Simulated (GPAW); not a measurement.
# Quasiparticle gap of AsP (honeycomb bilayer) in GPAW, part 2 of 2

Wanted: ground state, empty states, screening and self-energy for AsP (honeycomb bilayer).

GPAW 26.7.0; LDA and many-body steps on it, plane waves. Known limits of the many-body steps: not at the basis limit; no spin-orbit coupling.

So far. Step 4 (Bands along the symmetry lines): The gap is 0.653 eV, as in the run before at this level. Step 5 (Empty states on the mesh, 12×12×1 mesh, 283 bands): On this mesh the gap is 0.653 eV.

### 6. Screening and self-energy, 12×12×1 mesh, 127 bands, screening to 48 eV

Now the one-shot GW correction: screening in the RPA, then the self-energy of the levels asked for.

This step: G0W0 on LDA, plane waves, PAW.

run.py reads:

```python
import json
import numpy as np
from gpaw.mpi import world
from gpaw.response.g0w0 import G0W0

gw = G0W0('full.gpw',
    filename='gw',
    kpts=[0, 2, 5, 9],
    bands=(8, 12),
    ecut=48,
    nbands=127,
    truncation='2D',
    integrate_gamma='sphere',
    q0_correction=True,
    frequencies={'type': 'nonlinear', 'domega0': 0.15, 'omega2': 15.0},
    eta=0.1,
    nblocksmax=True)
gw.calculate()
res = {mode: {k: v for k, v in r.items() if k != 'sigma_eskwn'}
       for mode, r in gw.all_results.items()}

if world.rank == 0:
    with open('result.json', 'w') as f:
        json.dump(res, f, default=lambda x: x.tolist())
```

Run with:

```console
> mpirun -n 8 gpaw python run.py
```

Numbers of over 12 decimals in the logs are rounded to 6 here.

Log:

```text
Using integrator: PointIntegrator
NonLinearFrequencyDescriptor(from 0.000 to 59.417 eV, 151 points)
Nonperiodic BCs:  [False False  True]
Using integrator: PointIntegrator
NonLinearFrequencyDescriptor(from 0.000 to 59.417 eV, 151 points)
Nonperiodic BCs:  [False False  True]
Applying analytical 2D correction to W:
    Evaluating Gamma point contribution to W on a 17x17x1 grid
  ___  _ _ _
 |   || | | |
 | | || | | |
 |__ ||_____|
 |___|

BZ k-points: Symmetries present (total): 6

  [... matrices ...]
144 k-points: 12 x 12 x 1 Monkhorst-Pack grid + [1/24,1/24,0.000000]
19 k-points in the irreducible part of the Brillouin zone
       k-points in crystal coordinates                weights
   0:    -0.00000000   -0.00000000    0.00000000          1/144
   1:     0.08333333   -0.00000000    0.00000000          6/144
   2:     0.16666667   -0.08333333    0.00000000          6/144
   3:     0.16666667   -0.00000000    0.00000000          6/144
   4:     0.25000000   -0.08333333    0.00000000         12/144
   5:     0.25000000   -0.00000000    0.00000000          6/144
   6:     0.33333333   -0.16666667    0.00000000          6/144
   7:     0.33333333   -0.08333333    0.00000000         12/144
   8:     0.33333333   -0.00000000    0.00000000          6/144
   9:     0.33333333    0.33333333    0.00000000          2/144
          ...
  18:     0.50000000    0.50000000    0.00000000          3/144

Distributing spins, k-points and bands (1 x 4 x 4) over 1 process
Number of blocks: 8

Quasi particle states:
k-points (IBZ indices): [0, 2, 5, 9]
Band range: (8, 12)
  [... matrices ...]
Computational parameters:
Plane wave cut-off: 48 eV
Number of bands: 127
Coulomb cutoff: 2D
Broadening: 0.1 eV

fxc modes: GW
Kernel: RPA
Using full-frequency real axis integration
Summing all q:

Calculating screened Coulomb potential
2D Coulomb truncation
NonLinearFrequencyDescriptor(from 0.000 to 59.417 eV, 151 points)
Removing empty qpoint cache files...

Calculating chi0 body with:
    Ground state adapter containing:
    Number of spins: 1
    Number of kpoints: 144
    Number of irreducible kpoints: 19
    Number of completely occupied states: 10
    Number of partially occupied states: 10
    Occupied states memory: 4.15283203125 M / cpu

    Linear response parametrization:
    q_c: [-2.0816681711721685e-17, -2.0816681711721685e-17, 0.0]
    Number of frequency points: 151
    Planewave cutoff: 48.0
    Number of bands: 127
    Number of planewaves: 109
    Broadening (eta): 0.1
    comm.size: 8
    kncomm.size: 1
    blockcomm.size: 8

    Memory estimate of potentially large arrays:
        chi0_wGG: 3.421843 M / cpu
Integrating chi0 body.

Symmetries of q_c:
    Direct symmetries (Uq -> q): 6
    Indirect symmetries (TUq -> q): 6
In total 12 allowed symmetries.

  [... matrices ...]
19 groups of equivalent kpoints. 86.805556% reduction.

Integral kind: spectral function
Integrating chi0 head and wings.

Symmetries of q_c:
    Direct symmetries (Uq -> q): 6
    Indirect symmetries (TUq -> q): 6
In total 12 allowed symmetries.

  [... matrices ...]
19 groups of equivalent kpoints. 86.805556% reduction.

Integral kind: spectral function wings

Calculating chi0 body with:
    Ground state adapter containing:
    Number of spins: 1
    Number of kpoints: 144
    Number of irreducible kpoints: 19
    Number of completely occupied states: 10
    Number of partially occupied states: 10
[... the further q-points ...]

Results:
f:      Occupation numbers
eps:     KS-eigenvalues [eV]
vxc:     KS vxc [eV]
exx:     Exact exchange [eV]
sigma:   Self-energies [eV]
dsigma:  Self-energy derivatives
Z:       Renormalization factors
qp:      QP-energies [eV]

k-point 0 (0): (-0.000, -0.000, 0.000)                GW
band       f     eps     vxc     exx   sigma  dsigma       Z      qp
                                                                   GW
   8   1.000  -0.311 -15.452 -16.463   1.214  -0.324   0.755  -0.157
   9   1.000   0.038 -13.014 -14.353   1.178  -0.344   0.744  -0.081
  10   0.000   2.295 -15.283 -10.482  -3.178  -0.308   0.764   3.536
  11   0.000   2.827 -15.349 -10.425  -3.301  -0.316   0.760   4.061

k-point 1 (2): (0.167, -0.083, 0.000)                GW
band       f     eps     vxc     exx   sigma  dsigma       Z      qp
                                                                   GW
   8   1.000  -1.083 -14.911 -16.190   1.398  -0.338   0.747  -0.995
   9   1.000   0.163 -13.499 -14.812   1.189  -0.341   0.746   0.070
  10   0.000   2.689 -14.043  -9.412  -3.233  -0.353   0.739   3.723
  11   0.000   3.002 -14.343  -9.629  -3.278  -0.355   0.738   4.061

k-point 2 (5): (0.250, -0.000, 0.000)                GW
band       f     eps     vxc     exx   sigma  dsigma       Z      qp
                                                                   GW
   8   1.000  -1.280 -12.728 -14.734   1.736  -0.382   0.723  -1.475
   9   1.000  -0.238 -14.055 -15.367   1.266  -0.352   0.740  -0.272
  10   0.000   1.262 -13.242  -9.172  -2.826  -0.315   0.760   2.208
  11   0.000   1.894 -13.044  -8.838  -2.975  -0.323   0.756   2.824

k-point 3 (9): (0.333, 0.333, 0.000)                GW
band       f     eps     vxc     exx   sigma  dsigma       Z      qp
                                                                   GW
   8   1.000  -2.074 -14.187 -16.256   1.991  -0.381   0.724  -2.131
   9   1.000  -1.984 -13.810 -16.152   2.151  -0.410   0.709  -2.119
  10   0.000   0.816 -11.171  -7.380  -2.804  -0.316   0.760   1.566
  11   0.000   1.971 -11.974  -7.676  -3.161  -0.341   0.746   2.819
```

Wall time 8 min (8 MPI ranks of Arm Neoverse V1, shared host); peak memory 3.5 GiB.

This step gave:

- G0W0 gap on the mesh: 1.495 eV
- least direct G0W0 gap on the computed points: 2.480 eV
- Z at the valence top: 0.7455
- Z at the conduction bottom: 0.7597
- starting gap on the mesh: 0.6531 eV
- k of the valence top: 0.1667, -0.0833, 0
- k of the conduction bottom: 0.3333, 0.3333, 0

The gap on the mesh goes from 0.65 eV to 1.50 eV, a correction of +0.84 eV.

Limits: finite bands, cutoff and mesh; no spin-orbit coupling. v1 is the top filled band, c1 the lowest empty one. The levels before and after the correction (eV, zero at the valence-band top of each column):

```csv
,conduction bottom,valence top
Kohn-Sham,0.65,0.00
G0W0,1.50,0.00
```

```csv
,level,energy (eV)
Kohn-Sham,(0.167 -0.083 0) v2,-1.246
Kohn-Sham,(0.167 -0.083 0) v1,0.000
Kohn-Sham,(0.167 -0.083 0) c1,2.527
Kohn-Sham,(0.167 -0.083 0) c2,2.840
Kohn-Sham,(0.333 0.333 0) v2,-2.237
Kohn-Sham,(0.333 0.333 0) v1,-2.147
Kohn-Sham,(0.333 0.333 0) c1,0.653
Kohn-Sham,(0.333 0.333 0) c2,1.808
G0W0,(0.167 -0.083 0) v2,-1.065
G0W0,(0.167 -0.083 0) v1,0.000
G0W0,(0.167 -0.083 0) c1,3.652
G0W0,(0.167 -0.083 0) c2,3.991
G0W0,(0.333 0.333 0) v2,-2.201
G0W0,(0.333 0.333 0) v1,-2.190
G0W0,(0.333 0.333 0) c1,1.495
G0W0,(0.333 0.333 0) c2,2.748
```

### 7. Where the time went

Times are wall times on 8 MPI ranks of Arm Neoverse V1, shared host, good to a factor of about two.

```csv
step,time,share,memory (GiB)
relaxation,3.2 min,20 %,1.8
ground state,28 s,3 %,1.3
bands along the symmetry lines,9.9 s,1 %,1.3
empty states on the mesh,3.9 min,25 %,9.8
screening and self-energy,8 min,51 %,3.5
```

### 8. Outcome

```
LDA gap              : 0.65 eV, indirect
G0W0 gap on the mesh : 1.50 eV
GW settings          : 12×12×1 mesh, 127 bands, screening to 48 eV, full frequency, Hilbert transform
known limits         : not at the basis limit; no spin-orbit coupling
```

**Reading.** G0W0 moves the gap on the mesh from 0.65 eV to 1.50 eV (+0.84 eV), with Z of 0.75 and 0.76 at the edges. The dearest step here is «screening and self-energy». Bands and cutoff are finite, so the gap is not at the basis limit. The miss can reach some tenths of an eV and take either sign; the mesh is an error of its own. These stock PAW sets were not made for GW; the filled d or f shell of As lies in the frozen core, which bears on start and correction. The many-body steps are scalar-relativistic: spin-orbit coupling is not in them.

[Paths, hosts, dates, memory and timing lines, banners, echoed tables and standing remarks are left out of the program output.]

[Logs are printed without paths, hosts, clocks, repeated set-up lines and the standing remarks that a program may print on its own settings, such as how far it seeks lower states.]

[Runs of the session that timed out or met a known fault of the program may be left out.]

[Hosts, paths, dates, database ids (printed as entryN), source tags and the programs' standing remarks are cut or masked in the printed files.]
